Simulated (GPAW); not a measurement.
# Surface energies of W: faces and functionals

Which face of W costs least to make, and how far does the functional move the answer?

How it was computed: GPAW 26.7.0, plane waves at 450 eV with PAW setups; symmetric 1×1 slabs cut at the tabulated lattice constant (two decimals; low-temperature values for the alkali metals), atoms at bulk places, 7.5 Å of vacuum on each side, one in-plane mesh for all thicknesses, Fermi-Dirac smearing of 0.1 eV. Energies are extrapolated to zero smearing and count from the program's reference atoms. Each γ comes from a line through the energies of slabs of six layers and more, E(n) = nε + 2Aγ.

What came out:

```
 face  area an atom (Å²)  γ LDA (J/m²)  γ PBE (J/m²)  γ RPBE (J/m²)
(110)               7.06          3.79          3.26           3.06
(100)               9.99          4.83          4.23           4.00
```

What this shows: With PBE the surface energy runs from 3.26 J/m² on (110) to 4.23 J/m² on (100). The densest face, (110), is the cheapest. Per surface atom the cost is 1.44 eV on (110) and 2.63 eV on (100), rising as the faces open up and each atom loses more neighbours. On every face the functionals order as LDA > PBE > RPBE, by 0.73 to 0.83 J/m² from first to last: the stronger the gradient correction to exchange, the less a surface costs.

What the numbers leave out: The surfaces are unrelaxed and unreconstructed; relaxation lowers the open faces most. All functionals use the tabulated lattice constant. Faces whose energies scatter by over 20 meV about the line were left out.

[Logs are printed without paths, hosts, clocks, repeated set-up lines and the standing remarks that a program may print on its own settings, such as how far it seeks lower states.]
